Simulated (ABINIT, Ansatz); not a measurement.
# LiHS (Ama2): G0W0 with ABINIT, start to end, part 3 of 3

Aim: the G0W0 gap of LiHS (Ama2) on PBEsol, step by step.

ABINIT 10.8.3; PBEsol and many-body steps on it, plane waves. Known limits of the many-body steps: not at the basis limit; coarse k mesh.

So far. Step 3 (Bands along the symmetry lines): The gap is 3.330 eV, as in the run before at this level. Step 4 (Empty states on the mesh, 2×2×2 mesh, 180 bands): On this mesh the gap is 3.330 eV.

## 5. Screening, 2×2×2 mesh, 164 bands, screening to 176.9 eV

The RPA dielectric matrix is built and inverted for each q.

This step: RPA screening on PBEsol, plane waves, norm-conserving pseudopotentials.

Contents of run.abi:

```
acell 3*1.0 Angstrom
rprim 
  6.156870000000 0.000000000000 0.000000000000
  0.000000000000 2.809205000000 2.757390000000
  0.000000000000 -2.809205000000 2.757390000000
ntypat 3
znucl 3 1 16
natom 6
typat 1 1 2 2 3 3
xred 
  0.500000000000 0.501660000000 0.501660000000
  0.000000000000 0.501660000000 0.501660000000
  0.250000000000 0.133090000000 0.983490000000
  0.750000000000 0.983490000000 0.133090000000
  0.750000000000 0.998760000000 0.475340000000
  0.250000000000 0.475340000000 0.998760000000
pp_dirpath "pseudos"
pseudos "Li.upf, H.upf, S.upf"
ecut 33
ngkpt 2 2 2
nshiftk 1
shiftk 0 0 0
kptopt 1
chksymbreak 0
istwfk *1
occopt 1
irdwfk 1
optdriver 3
nband 164
ecuteps 6.5
inclvkb 2
awtr 1
symchi 1
indata_prefix "in"
outdata_prefix "out"
tmpdata_prefix "tmp"
```

Run with:

```bash
$ OMP_NUM_THREADS=1 mpirun -n 4 abinit run.abi > log
```

Numbers of over 12 decimals in the logs are rounded to 6 here.

Output:

```text
.Version 10.8.3 of ABINIT. v10.8.2 released Aug 2026.

 Symmetries : space group Am a 2 (# 40); Bravais oC (1-face-center ortho.)
[... echo of the input left out ...]
== DATASET  1 ==================================================================
-   mpi_nproc: 4, omp_nthreads: 1 (-1 if OMP is not activated)

--- !DatasetInfo
iteration_state: {dtset: 1, }
dimensions: {natom: 6, nkpt: 6, mband: 164, nsppol: 1, nspinor: 1, nspden: 1, mpw: 5848, }
cutoff_energies: {ecut:  33.0, pawecutdg:  -1.0, }
electrons: {nelect:   2.00000000E+01, charge:   0.00000000E+00, occopt:   1.00000000E+00, tsmear:   1.00000000E-02, }

 SCREENING: Calculation of the susceptibility and dielectric matrices

 Based on a program developped by R.W. Godby, V. Olevano, G. Onida, and L. Reining.
 Incorporated in ABINIT by V. Olevano, G.-M. Rignanese, and M. Torrent.
.Using double precision arithmetic ; gwpc =  8

[... cell and pseudopotentials left out ...]
--------------------------------------------------------------------------------

 ==== K-mesh for the wavefunctions ====
 Number of points in the irreducible wedge :     6
[... list of points left out ...]
 Together with  4 symmetry operations and time-reversal symmetry
 yields     8 points in the full Brillouin Zone.

 ==== Q-mesh for the screening function ====
 Number of points in the irreducible wedge :     6
[... list of points left out ...]
 Together with  4 symmetry operations and time-reversal symmetry
 yields     8 points in the full Brillouin Zone.

 setmesh: FFT mesh size selected  =    48x   30x   30
          total number of points  =        43200

 vcoul_init : cutoff-mode = AUXILIARY_FUNCTION
 q-points for optical limit:   1
     1)      0.000010    0.000020    0.000030

- screening: taking advantage of time-reversal symmetry
- Maximum band index for partially occupied states nbvw = 10
- Remaining bands to be divided among processors   nbcw = 154
- Number of bands treated by each node ~38

 Number of electrons calculated from density =   20.0000; Expected =   20.0000
 average of density, n =  0.031071
 r_s =    1.9733
 omega_plasma =   17.0034 [eV]

 calculating chi0 at frequencies [eV] :
  1    0.000000E+00    0.000000E+00
  2    0.000000E+00    1.700343E+01

--------------------------------------------------------------------------------
  q-point number  1        q = ( 0.000000, 0.000000, 0.000000) [r.l.u.]
--------------------------------------------------------------------------------
[... chi0 elements left out ...]
 For q-point:  0.000010 0.000020 0.000030
  dielectric constant =   3.7306
  dielectric constant without local fields =   4.6207

  Average fulfillment of the sum rule on Im[epsilon] for q-point    1 :     78.14  [%]
[... wings left out ...]
  q-point number  2        q = ( 0.500000, 0.000000, 0.000000) [r.l.u.]
--------------------------------------------------------------------------------
[... chi0 elements left out ...]
  Average fulfillment of the sum rule on Im[epsilon] for q-point    2 :     82.67  [%]

 [... 4 further q-points ...]
```

Elapsed: 46 s, on 4 MPI ranks of Arm Neoverse N1, shared host; peak memory 1.3 GiB; 3.1 min of CPU time.

Numbers from this step:

- ε∞ with local fields, on this mesh, along the program's q direction: 3.731
- the same without local fields: 4.621
- plasma frequency: 17.00 eV
- plane waves in the screening matrix: 503

Local fields lower ε∞ by 19 %. On a Γ-centred mesh this coarse the value itself is usually too large, while a short band sum pulls it down.

## 6. Self-energy, 2×2×2 mesh, 164 bands, screening to 176.9 eV

The self-energy is evaluated for the states that the input lists, and the levels follow from it, in one-shot runs by the linearised quasiparticle equation.

This step: G0W0 on PBEsol, plane waves, norm-conserving pseudopotentials.

Changes to run.abi since step 5:

```diff
@@ -27,8 +27,15 @@
 irdwfk 1
-optdriver 3
+optdriver 4
 nband 164
+gwcalctyp 0
+ecutsigx 33
+symsigma 1
+nkptgw 1
+kptgw 
+  0.0000000000 0.0000000000 0.0000000000
+bdgw 
+  9 12
 ecuteps 6.5
-inclvkb 2
-awtr 1
-symchi 1
+irdscr 1
+ppmodel 1
 indata_prefix "in"
```

Output:

```text
.Version 10.8.3 of ABINIT. v10.8.2 released Aug 2026.

 Symmetries : space group Am a 2 (# 40); Bravais oC (1-face-center ortho.)
[... echo of the input left out ...]
== DATASET  1 ==================================================================
-   mpi_nproc: 4, omp_nthreads: 1 (-1 if OMP is not activated)

--- !DatasetInfo
iteration_state: {dtset: 1, }
dimensions: {natom: 6, nkpt: 6, mband: 164, nsppol: 1, nspinor: 1, nspden: 1, mpw: 5848, }
cutoff_energies: {ecut:  33.0, pawecutdg:  -1.0, }
electrons: {nelect:   2.00000000E+01, charge:   0.00000000E+00, occopt:   1.00000000E+00, tsmear:   1.00000000E-02, }

 SIGMA: Calculation of the GW corrections

 Based on a program developped by R.W. Godby, V. Olevano, G. Onida, and L. Reining.
 Incorporated in ABINIT by V. Olevano, G.-M. Rignanese, and M. Torrent.
.Using double precision arithmetic ; gwpc =  8

[... cell and pseudopotentials left out ...]
--------------------------------------------------------------------------------

 ==== K-mesh for the wavefunctions ====
 Number of points in the irreducible wedge :     6
[... list of points left out ...]
 Together with  4 symmetry operations and time-reversal symmetry
 yields     8 points in the full Brillouin Zone.

 ==== Q-mesh for screening function ====
 Number of points in the irreducible wedge :     6
[... list of points left out ...]
 Together with  4 symmetry operations and time-reversal symmetry
 yields     8 points in the full Brillouin Zone.

 vcoul_init : cutoff-mode = AUXILIARY_FUNCTION
 q-points for optical limit:   1
     1)      0.000010    0.000020    0.000030
 setmesh: FFT mesh size selected  =    64x   40x   40
          total number of points  =       102400

 Number of electrons calculated from density =   20.0000; Expected =   20.0000
 average of density, n =  0.031071
 r_s =    1.9733
 omega_plasma =   17.0034 [eV]

 === KS Band Gaps ===
  >>>> For spin  1
   Minimum direct gap =   3.3299 [eV], located at k-point      :   0.0000  0.0000  0.0000
   Fundamental gap    =   3.3299 [eV], Top of valence bands at :   0.0000  0.0000  0.0000
                                       Bottom of conduction at :   0.0000  0.0000  0.0000
 SIGMA fundamental parameters:
 PLASMON POLE MODEL  1
 number of plane-waves for SigmaX                 5839
 number of plane-waves for SigmaC and W            503
 number of plane-waves for wavefunctions          5839
 number of bands                                   164
 number of independent spin polarizations            1
 number of spinorial components                      1
 number of k-points in IBZ                           6
 number of q-points in IBZ                           6
 number of symmetry operations                       4
 number of k-points in BZ                            8
 number of q-points in BZ                            8
 number of frequencies for dSigma/dE                 9
 frequency step for dSigma/dE [eV]                0.25
 number of omega for Sigma on real axis              0
 max omega for Sigma on real axis  [eV]           0.00
 zcut for avoiding poles [eV]                     0.10

 EPSILON^-1 parameters (SCR file):
 dimension of the eps^-1 matrix on file            503
 dimension of the eps^-1 matrix used               503
 number of plane-waves for wavefunctions          5839
 number of bands                                   164
 number of q-points in IBZ                           6
 number of frequencies                               2
 number of real frequencies                          1
 number of imag frequencies                          1

 matrix elements of self-energy operator (all in [eV])

 Perturbative Calculation

--- !SelfEnergy_ee
iteration_state: {dtset: 1, }
kpoint     : [   0.000,    0.000,    0.000, ]
spin       : 1
KS_gap     :    3.330
QP_gap     :    5.550
Delta_QP_KS:    2.220
data: !SigmaeeData |
     Band     E0 <VxcDFT>   SigX SigC(E0)      Z dSigC/dE  Sig(E)    E-E0       E
        9  -0.707 -12.411 -15.817   1.762   0.792  -0.263 -13.713  -1.302  -2.009
       10  -0.122 -12.727 -15.736   1.529   0.793  -0.260 -13.901  -1.174  -1.296
       11   3.208  -8.834  -4.303  -3.262   0.825  -0.212  -7.787   1.046   4.254
       12   3.571  -8.614  -4.145  -3.163   0.826  -0.211  -7.535   1.079   4.650

== END DATASET(S) ==============================================================
================================================================================

 -outvars: echo values of variables after computation  --------
           etotal      0.0000000000E+00
            nband         164
             nkpt           6
          spgroup          40
 [... the other variables as echoed above ...]

 Calculation completed.
```

Run time: 24 s. Hardware: 4 MPI ranks; peak memory 1.3 GiB; 96 s of CPU time.

This step gave:

```yaml
g0w0_gap_on_the_points_computed: 5.55 eV
starting_gap_on_the_mesh: 3.330 eV
k_of_the_valence_top: 0, 0, 0
k_of_the_conduction_bottom: 0, 0, 0
z_at_the_valence_top: 0.793
z_at_the_conduction_bottom: 0.825
least_direct_g0w0_gap_on_the_computed_points: 5.55 eV
```

The gap on the mesh goes from 3.33 eV to 5.55 eV, a correction of +2.22 eV.

Limits: finite bands, cutoff and mesh; coarse k mesh. v1 is the top filled band, c1 the lowest empty one. Levels before and after the correction, in eV, zero at the valence-band top of each column:

|  | conduction bottom | valence top |
| --- | --- | --- |
| Kohn-Sham | 3.33 | 0.00 |
| G0W0 | 5.55 | 0.00 |

|  | level | energy (eV) |
| --- | --- | --- |
| Kohn-Sham | Γ v2 | -0.585 |
| Kohn-Sham | Γ v1 | 0.000 |
| Kohn-Sham | Γ c1 | 3.330 |
| Kohn-Sham | Γ c2 | 3.693 |
| G0W0 | Γ v2 | -0.713 |
| G0W0 | Γ v1 | 0.000 |
| G0W0 | Γ c1 | 5.550 |
| G0W0 | Γ c2 | 5.946 |

## 7. Where the time went

Times are wall times on 4 MPI ranks of Arm Neoverse N1, shared host, good to a factor of about two.

| step | time | share | memory (GiB) |
| --- | --- | --- | --- |
| ground state | 56 s | 19 % | 0.39 |
| bands along the symmetry lines | 54 s | 18 % | 0.42 |
| empty states on the mesh | 1.9 min | 39 % | 0.41 |
| screening | 46 s | 16 % | 1.3 |
| self-energy | 24 s | 8 % | 1.3 |

## 8. Outcome

```json
{"PBEsol gap": "3.33 eV, direct", "G0W0 gap on the mesh": "5.55 eV", "GW settings": "2×2×2 mesh, 164 bands, screening to 176.9 eV, Godby-Needs plasmon pole", "known limits": "not at the basis limit; coarse k mesh"}
```

In words: G0W0 moves the gap on the mesh from 3.33 eV to 5.55 eV (+2.22 eV), with Z of 0.79 and 0.82 at the edges. Local fields lower the RPA ε∞ on this mesh from 4.62 to 3.73; a Γ-centred mesh this coarse tends to raise both, most where the direct gap is narrow, while a short band sum lowers them. Only 1 of the mesh's irreducible points was corrected, so a valley elsewhere could overtake. The dearest step here is «empty states on the mesh». Bands and cutoff are finite, so the gap is not at the basis limit. The miss can reach some tenths of an eV and take either sign; the mesh is an error of its own. In the G0W0 run levels were corrected at 1 k point alone, so a gap called «on the mesh» is the least over those, and an edge elsewhere would be missed. The 2×2×2 mesh is coarse for this cell, which bears on the long-range parts of exchange and screening.

[Paths, hosts, dates, memory and timing lines, banners, echoed tables and standing remarks are left out of the program output.]

[Logs are printed without paths, hosts, clocks, repeated set-up lines and the standing remarks that a program may print on its own settings, such as how far it seeks lower states.]

[Runs of the session that timed out or met a known fault of the program may be left out.]

[Hosts, paths, dates, database ids (printed as entryN), source tags and the programs' standing remarks are cut or masked in the printed files.]

[G0W0 gaps are taken among the corrected bands and points alone; a level outside them can change the order at an edge.]

[Where Ansatz stands beside ABINIT at settings called matched, ABINIT's density can come from a denser mesh and the files from another edition; pairs whose starting gaps differed by over 0.03 eV were left out, so agreement reads better than it is.]
